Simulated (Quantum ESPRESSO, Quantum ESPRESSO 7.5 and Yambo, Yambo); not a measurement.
# ZnWO4 (P2/c): G0W0 with Yambo, start to end

How does a plane-wave GW calculation on ZnWO4 (P2/c) run from the first input to the gap?

Program: Quantum ESPRESSO 7.5 and Yambo 5.3.0. Level of theory: LDA and many-body steps on it, plane waves. Results are calculated unless marked as measured.

**The experiments to reproduce.**

- Gap 3.9 eV: direct gap from absorption edge with Urbach fit (lower value of the range); optical absorption; 300 K; bulk crystal (thin cleaved platelet of Czochralski crystal, 10-30 um thick) (“Optical absorption of divalent metal tungstates: Correlation between the band-gap energy and the cation ionic radius”, 2008, arxiv:0807.2115).

Report form: the programs' logs are mostly left out.

**1. Starting point**

The structure is monoclinic, space group P2/c (No. 13). Conventional cell: a = 4.699 Å, b = 5.729 Å, c = 4.937 Å, α = 90.00°, β = 90.61°, γ = 90.00°. Zn has 6 O at 2.04 to 2.23 Å nearest. W has 6 O at 1.79 to 2.13 Å nearest. Nearest to O lie 2 W at 1.90 to 2.13 Å and 1 Zn at 2.04 Å. O has 1 W at 1.79 Å and 2 Zn at 2.07 to 2.23 Å nearest. Farther neighbours and most contacts between anions are not listed.

Geometry: measured (diffraction); atoms relaxed with LDA. The runs that relaxed it are not among those shown. Spin-orbit coupling is left out unless a step names it.

**2. Ground state**

This step: Quantum ESPRESSO 7.5; DFT, LDA, plane waves, norm-conserving pseudopotentials.

The ground-state density comes first.

pw.in

```
&control
  calculation = 'scf'
  prefix = 'x'
  outdir = 'o'
  pseudo_dir = 'pseudo'
/
&system
  ibrav = 0
  nat = 12
  ntyp = 3
  ecutwfc = 72.0
  nbnd = 68
  force_symmorphic = .true.
/
&electrons
  conv_thr = 1e-10
  electron_maxstep = 80
  mixing_beta = 0.5
/
ATOMIC_SPECIES
  Zn 65.38 Zn.upf
  W 183.84 W.upf
  O 15.999 O.upf
CELL_PARAMETERS angstrom
  4.6986000000 -0.0000000000 0.0000000000
  -0.0000000000 5.7293000000 -0.0000000000
  -0.0529884090 -0.0000000000 4.9364156144
ATOMIC_POSITIONS crystal
  Zn 0.5000000000 0.6783662714 0.2500000000
  Zn 0.5000000000 0.3216337286 0.7500000000
  W 0.0000000000 0.1797176915 0.2500000000
  W 0.0000000000 0.8202823085 0.7500000000
  O 0.2127134037 0.1077526921 0.9345085621
  O 0.7872865928 0.1077526921 0.5654914111
  O 0.7872865928 0.8922473079 0.0654914111
  O 0.2127134037 0.8922473079 0.4345085621
  O 0.2578447892 0.3714211883 0.4017484683
  O 0.7421552072 0.3714211883 0.0982515050
  O 0.7421552072 0.6285788117 0.5982515050
  O 0.2578447892 0.6285788117 0.9017484683
K_POINTS automatic
  4 4 4 0 0 0
```

Run with:

```console
$ OMP_NUM_THREADS=1 mpirun -n 8 pw.x -nk 8 -in pw.in > pw.out
```

Wall time 74 s (8 MPI ranks of Arm Neoverse V2, shared host); peak memory 1.5 GiB.

This step gave:

```yaml
total_energy: -19102.1932 eV
gap: 2.927 eV
k_of_the_valence_top: 0, 0.25, -0.25
k_of_the_conduction_bottom: 0, -0.5, 0
least_direct_gap: 2.942 eV
```

The gap is indirect, with the least direct gap 0.015 eV higher.

**3. Bands along the symmetry lines**

Levels along a band path, at the cheap level, show where the edges lie and whether the meshes to come will hold them.

pw.in

```
&control
  calculation = 'bands'
  prefix = 'x'
  outdir = 'o'
  pseudo_dir = 'pseudo'
/
&system
  ibrav = 0
  nat = 12
  ntyp = 3
  ecutwfc = 72.0
  nbnd = 64
  force_symmorphic = .true.
/
&electrons
  conv_thr = 1e-9
  electron_maxstep = 80
  diago_full_acc = .true.
  diago_thr_init = 5e-6
/
ATOMIC_SPECIES
  Zn 65.38 Zn.upf
  W 183.84 W.upf
  O 15.999 O.upf
CELL_PARAMETERS angstrom
  4.6986000000 -0.0000000000 0.0000000000
  -0.0000000000 5.7293000000 -0.0000000000
  -0.0529884090 -0.0000000000 4.9364156144
ATOMIC_POSITIONS crystal
  Zn 0.5000000000 0.6783662714 0.2500000000
  Zn 0.5000000000 0.3216337286 0.7500000000
  W 0.0000000000 0.1797176915 0.2500000000
  W 0.0000000000 0.8202823085 0.7500000000
  O 0.2127134037 0.1077526921 0.9345085621
  O 0.7872865928 0.1077526921 0.5654914111
  O 0.7872865928 0.8922473079 0.0654914111
  O 0.2127134037 0.8922473079 0.4345085621
  O 0.2578447892 0.3714211883 0.4017484683
  O 0.7421552072 0.3714211883 0.0982515050
  O 0.7421552072 0.6285788117 0.5982515050
  O 0.2578447892 0.6285788117 0.9017484683
K_POINTS crystal
  81
  0.00000000 0.00000000 0.00000000 1
  0.00000000 0.06250000 0.00000000 1
  0.00000000 0.12500000 0.00000000 1
  0.00000000 0.18750000 0.00000000 1
  0.00000000 0.25000000 0.00000000 1
  0.00000000 0.31250000 0.00000000 1
  0.00000000 0.37500000 0.00000000 1
  0.00000000 0.43750000 0.00000000 1
  0.00000000 0.50000000 0.00000000 1
  0.00000000 0.50000000 0.06250000 1
  0.00000000 0.50000000 0.12500000 1
  0.00000000 0.50000000 0.18750000 1
  0.00000000 0.50000000 0.25000000 1
  0.00000000 0.50000000 0.31250000 1
  0.00000000 0.50000000 0.37500000 1
  0.00000000 0.50000000 0.43750000 1
  0.00000000 0.50000000 0.50000000 1
  0.00000000 0.43750000 0.50000000 1
  0.00000000 0.37500000 0.50000000 1
  0.00000000 0.31250000 0.50000000 1
  0.00000000 0.25000000 0.50000000 1
  0.00000000 0.18750000 0.50000000 1
  0.00000000 0.12500000 0.50000000 1
  0.00000000 0.06250000 0.50000000 1
  0.00000000 0.00000000 0.50000000 1
  0.00000000 0.00000000 0.43750000 1
  0.00000000 0.00000000 0.37500000 1
  0.00000000 0.00000000 0.31250000 1
  0.00000000 0.00000000 0.25000000 1
  0.00000000 0.00000000 0.18750000 1
  0.00000000 0.00000000 0.12500000 1
  0.00000000 0.00000000 0.06250000 1
  0.00000000 0.00000000 0.00000000 1
  -0.06250000 0.00000000 0.06250000 1
  -0.12500000 0.00000000 0.12500000 1
  -0.18750000 0.00000000 0.18750000 1
  -0.25000000 0.00000000 0.25000000 1
  -0.31250000 0.00000000 0.31250000 1
  -0.37500000 0.00000000 0.37500000 1
  -0.43750000 0.00000000 0.43750000 1
  -0.50000000 0.00000000 0.50000000 1
  -0.50000000 0.06250000 0.50000000 1
  -0.50000000 0.12500000 0.50000000 1
  -0.50000000 0.18750000 0.50000000 1
  -0.50000000 0.25000000 0.50000000 1
  -0.50000000 0.31250000 0.50000000 1
  -0.50000000 0.37500000 0.50000000 1
  -0.50000000 0.43750000 0.50000000 1
  -0.50000000 0.50000000 0.50000000 1
  -0.43750000 0.50000000 0.43750000 1
  -0.37500000 0.50000000 0.37500000 1
  -0.31250000 0.50000000 0.31250000 1
  -0.25000000 0.50000000 0.25000000 1
  -0.18750000 0.50000000 0.18750000 1
  -0.12500000 0.50000000 0.12500000 1
  -0.06250000 0.50000000 0.06250000 1
  0.00000000 0.50000000 0.00000000 1
  -0.06250000 0.50000000 0.00000000 1
  -0.12500000 0.50000000 0.00000000 1
  -0.18750000 0.50000000 0.00000000 1
  -0.25000000 0.50000000 0.00000000 1
  -0.31250000 0.50000000 0.00000000 1
  -0.37500000 0.50000000 0.00000000 1
  -0.43750000 0.50000000 0.00000000 1
  -0.50000000 0.50000000 0.00000000 1
  -0.50000000 0.43750000 0.00000000 1
  -0.50000000 0.37500000 0.00000000 1
  -0.50000000 0.31250000 0.00000000 1
  -0.50000000 0.25000000 0.00000000 1
  -0.50000000 0.18750000 0.00000000 1
  -0.50000000 0.12500000 0.00000000 1
  -0.50000000 0.06250000 0.00000000 1
  -0.50000000 0.00000000 0.00000000 1
  -0.43750000 0.00000000 0.00000000 1
  -0.37500000 0.00000000 0.00000000 1
  -0.31250000 0.00000000 0.00000000 1
  -0.25000000 0.00000000 0.00000000 1
  -0.18750000 0.00000000 0.00000000 1
  -0.12500000 0.00000000 0.00000000 1
  -0.06250000 0.00000000 0.00000000 1
  0.00000000 0.00000000 0.00000000 1
```

It took 32 s on 8 MPI ranks; peak memory 1.1 GiB.

This step gave:

* gap: 2.919 eV
* k of the valence top: -0.3125, 0, 0.3125
* k of the conduction bottom: 0, 0.5, 0
* least direct gap: 2.942 eV

The gap is 2.919 eV, −0.007 eV from the run before at this level.

Electronic bands along the path, in eV, zero at the top of the highest filled band:

```
  point  band 55  band 56  band 57  band 58  band 59  band 60  band 61  band 62
      Γ    -0.73    -0.39    -0.29    -0.24     3.44     3.83     3.85     3.86
halfway    -0.65    -0.51    -0.39    -0.12     3.18     3.60     3.94     4.22
      Z    -0.66    -0.51    -0.49    -0.02     2.92     3.83     4.01     4.11
halfway    -0.73    -0.65    -0.29    -0.20     3.07     3.87     4.02     4.03
      D    -0.62    -0.62    -0.27    -0.27     3.34     3.34     4.05     4.05
halfway    -0.55    -0.55    -0.17    -0.17     3.36     3.36     4.06     4.06
      B    -0.51    -0.51    -0.13    -0.13     3.40     3.40     3.87     3.87
halfway    -0.65    -0.47    -0.25    -0.04     3.47     3.63     3.73     3.83
      Γ    -0.73    -0.39    -0.29    -0.24     3.44     3.83     3.85     3.86
halfway    -0.77    -0.41    -0.33    -0.01     3.37     3.52     3.89     4.04
      A    -0.43    -0.43    -0.17    -0.17     3.71     3.71     3.89     3.89
halfway    -0.58    -0.58    -0.23    -0.23     3.71     3.71     3.87     3.87
      E    -0.87    -0.87    -0.31    -0.31     3.65     3.65     3.92     3.92
halfway    -0.75    -0.73    -0.31    -0.28     3.15     3.60     3.94     4.03
      Z    -0.66    -0.51    -0.49    -0.02     2.92     3.83     4.01     4.11
halfway    -0.69    -0.68    -0.33    -0.28     3.18     3.80     3.92     4.33
     C2    -0.70    -0.65    -0.45    -0.24     3.48     3.76     3.84     4.18
halfway    -0.73    -0.46    -0.44    -0.17     3.53     3.68     3.77     4.20
     Y2    -0.43    -0.34    -0.19    -0.17     3.60     3.63     3.68     4.14
halfway    -0.74    -0.58    -0.25    -0.17     3.54     3.71     3.73     3.93
      Γ    -0.73    -0.39    -0.29    -0.24     3.44     3.83     3.85     3.86
```

**4. Empty states on the mesh, 4×2×4 mesh, 198 bands**

The sums over transitions need many empty states on a uniform mesh; this step solves for them.

pw.in

```
&control
  calculation = 'nscf'
  prefix = 'x'
  outdir = 'o'
  pseudo_dir = 'pseudo'
/
&system
  ibrav = 0
  nat = 12
  ntyp = 3
  ecutwfc = 72.0
  nbnd = 198
  force_symmorphic = .true.
/
&electrons
  conv_thr = 1e-9
  electron_maxstep = 80
  diago_full_acc = .true.
  diago_thr_init = 5e-6
/
ATOMIC_SPECIES
  Zn 65.38 Zn.upf
  W 183.84 W.upf
  O 15.999 O.upf
CELL_PARAMETERS angstrom
  4.6986000000 -0.0000000000 0.0000000000
  -0.0000000000 5.7293000000 -0.0000000000
  -0.0529884090 -0.0000000000 4.9364156144
ATOMIC_POSITIONS crystal
  Zn 0.5000000000 0.6783662714 0.2500000000
  Zn 0.5000000000 0.3216337286 0.7500000000
  W 0.0000000000 0.1797176915 0.2500000000
  W 0.0000000000 0.8202823085 0.7500000000
  O 0.2127134037 0.1077526921 0.9345085621
  O 0.7872865928 0.1077526921 0.5654914111
  O 0.7872865928 0.8922473079 0.0654914111
  O 0.2127134037 0.8922473079 0.4345085621
  O 0.2578447892 0.3714211883 0.4017484683
  O 0.7421552072 0.3714211883 0.0982515050
  O 0.7421552072 0.6285788117 0.5982515050
  O 0.2578447892 0.6285788117 0.9017484683
K_POINTS automatic
  4 2 4 0 0 0
```

Run with:

```console
$ OMP_NUM_THREADS=1 mpirun -n 8 pw.x -nk 4 -in pw.in > pw.out
```

Run time: 58 s. Hardware: 8 MPI ranks; peak memory 1.1 GiB; 7.7 min of CPU time.

This step gave:

| Property | Result |
| --- | --- |
| gap | 2.932 eV |
| k of the valence top | 0.25, 0, -0.25 |
| k of the conduction bottom | 0, -0.5, 0 |
| least direct gap | 2.942 eV |
| k points computed | 20 |
| lowest point of the top converged band, above the valence top | 53.6272 eV |

On this mesh the gap is 2.932 eV.

**5. Conversion and set-up**

This step: Yambo 5.3.0; conversion and set-up on LDA, plane waves, norm-conserving pseudopotentials.

The states are converted to the many-body program's format and the q mesh is built.

Run with:

```console
$ (cd o/x.save; p2y > p2y.log; mv SAVE ../..); yambo > setup.log
```

Wall time 3.9 s (1 MPI rank); peak memory 0.26 GiB.

**6. Screening and self-energy, 4×2×4 mesh, 198 bands, screening to 95.2 eV**

G0W0 replaces the xc potential by the self-energy, built once from these orbitals. Only a window of levels is corrected, while the sums run over the empty bands that the input names.

This step: G0W0 on LDA, plane waves, norm-conserving pseudopotentials.

gw1.in

```
HF_and_locXC
gw0
dyson
ppa
em1d
rim_cut
RandQpts= 1000000
RandGvec= 1 RL
EXXRLvcs= 72 Ry
VXCRLvcs= 288 Ry
Chimod= "HARTREE"
% BndsRnXp
 1 | 198 |
%
NGsBlkXp= 7 Ry
% LongDrXp
 1 | 1 | 1 |
%
% GbndRnge
 1 | 198 |
%
DysSolver= "n"
ExtendOut
PPAPntXp= 27.21138 eV
% QPkrange
 10 | 10 | 57 | 60 |
 4 | 4 | 57 | 60 |
 1 | 1 | 57 | 60 |
%
```

Run with:

```console
$ OMP_NUM_THREADS=2 mpirun -n 4 yambo -F gw1.in -J gw1 -C gw1 > gw1.log
```

Run time: 5.5 min. Hardware: 4 MPI ranks; peak memory 7.3 GiB.

Numbers from this step:

```
G0W0 gap on the points computed              : 4.752 eV
starting gap on the mesh                     : 2.932 eV
k of the valence top                         : 0.25, 0, -0.25
k of the conduction bottom                   : 0, -0.5, 0
least direct G0W0 gap on the computed points : 4.794 eV
Z at the valence top                         : 0.7801
Z at the conduction bottom                   : 0.8208
```

The gap on the mesh goes from 2.93 eV to 4.75 eV, a correction of +1.82 eV.

Limits: finite bands, cutoff and mesh; d shell near the gap, gap tends to lie low; no spin-orbit coupling; coarse k mesh. v1 is the top filled band, c1 the lowest empty one. Levels before and after the correction, in eV, zero at the valence-band top of each column:

```
           conduction bottom  valence top
Kohn-Sham               2.93         0.00
     G0W0               4.75         0.00
```

```
                       level  energy (eV)
Kohn-Sham      (0 -0.5 0) v2       -0.480
Kohn-Sham      (0 -0.5 0) v1       -0.010
Kohn-Sham      (0 -0.5 0) c1        2.932
Kohn-Sham      (0 -0.5 0) c2        3.838
Kohn-Sham  (0.25 0 -0.25) v2       -0.320
Kohn-Sham  (0.25 0 -0.25) v1        0.000
Kohn-Sham  (0.25 0 -0.25) c1        3.380
Kohn-Sham  (0.25 0 -0.25) c2        3.536
     G0W0      (0 -0.5 0) v2       -0.480
     G0W0      (0 -0.5 0) v1       -0.042
     G0W0      (0 -0.5 0) c1        4.752
     G0W0      (0 -0.5 0) c2        5.797
     G0W0  (0.25 0 -0.25) v2       -0.412
     G0W0  (0.25 0 -0.25) v1        0.000
     G0W0  (0.25 0 -0.25) c1        5.222
     G0W0  (0.25 0 -0.25) c2        5.340
```

**7. Where the time went**

Times are wall times on the hardware named with each run, good to a factor of about two.

```
                          step     time  share  memory (GiB)
                  ground state     74 s   15 %           1.5
bands along the symmetry lines     32 s    6 %           1.1
      empty states on the mesh     58 s   12 %           1.1
         conversion and set-up    3.9 s    1 %          0.26
     screening and self-energy  5.5 min   66 %           7.3
```

**8. Outcome**

```json
{"LDA gap": "2.92 eV, indirect (only 22 meV under the direct gap)", "G0W0 gap on the mesh": "4.75 eV", "GW settings": "4×2×4 mesh, 198 bands, screening to 95.2 eV, Godby-Needs plasmon pole", "known limits": "not at the basis limit; d shell near the gap, gap tends to lie low; no spin-orbit coupling; coarse k mesh"}
```

In words: G0W0 moves the gap on the mesh from 2.93 eV to 4.75 eV (+1.82 eV), with Z of 0.78 and 0.82 at the edges. Only 3 of the mesh's irreducible points were corrected, so a valley elsewhere could overtake. The dearest step here is «screening and self-energy». Against experiment, by G0W0@LDA: the direct gap of 4.79 eV lies +0.89 eV from the measured 3.9 eV (direct, 300 K, 2008). An exciton line or allowed optical edge lies below the quasiparticle gap by the binding energy; a forbidden edge can push the onset above it. The calculation has static nuclei and no excitons; a measured gap holds zero-point and thermal motion, which mostly lowers it. A miss this large is more than these effects usually give: tightly bound excitons can cover part of it, absorption edges can read low, one-shot GW can overshoot, and the runs shown don't tell these apart. With atoms this heavy the missing spin-orbit coupling can matter too. Bands and cutoff are finite, so the gap is not at the basis limit. The miss can reach some tenths of an eV and take either sign; the mesh is an error of its own. In the G0W0 run levels were corrected at 3 k points alone, so a gap called «on the mesh» is the least over those, and an edge elsewhere would be missed. The 4×2×4 mesh is coarse for this cell, which bears on the long-range parts of exchange and screening. A d shell, filled or nearly so, lies near the gap. One-shot GW converges very slowly in bands there, not always from below, and on a semilocal start the gap tends to come out low; starts rich in exact exchange can overshoot instead.

[Paths, hosts, dates, memory and timing lines, banners, echoed tables and standing remarks are left out of the program output.]

[Logs are printed without paths, hosts, clocks, repeated set-up lines and the standing remarks that a program may print on its own settings, such as how far it seeks lower states.]

[Runs of the session that timed out or met a known fault of the program may be left out.]

[Hosts, paths, dates, database ids (printed as entryN), source tags and the programs' standing remarks are cut or masked in the printed files.]
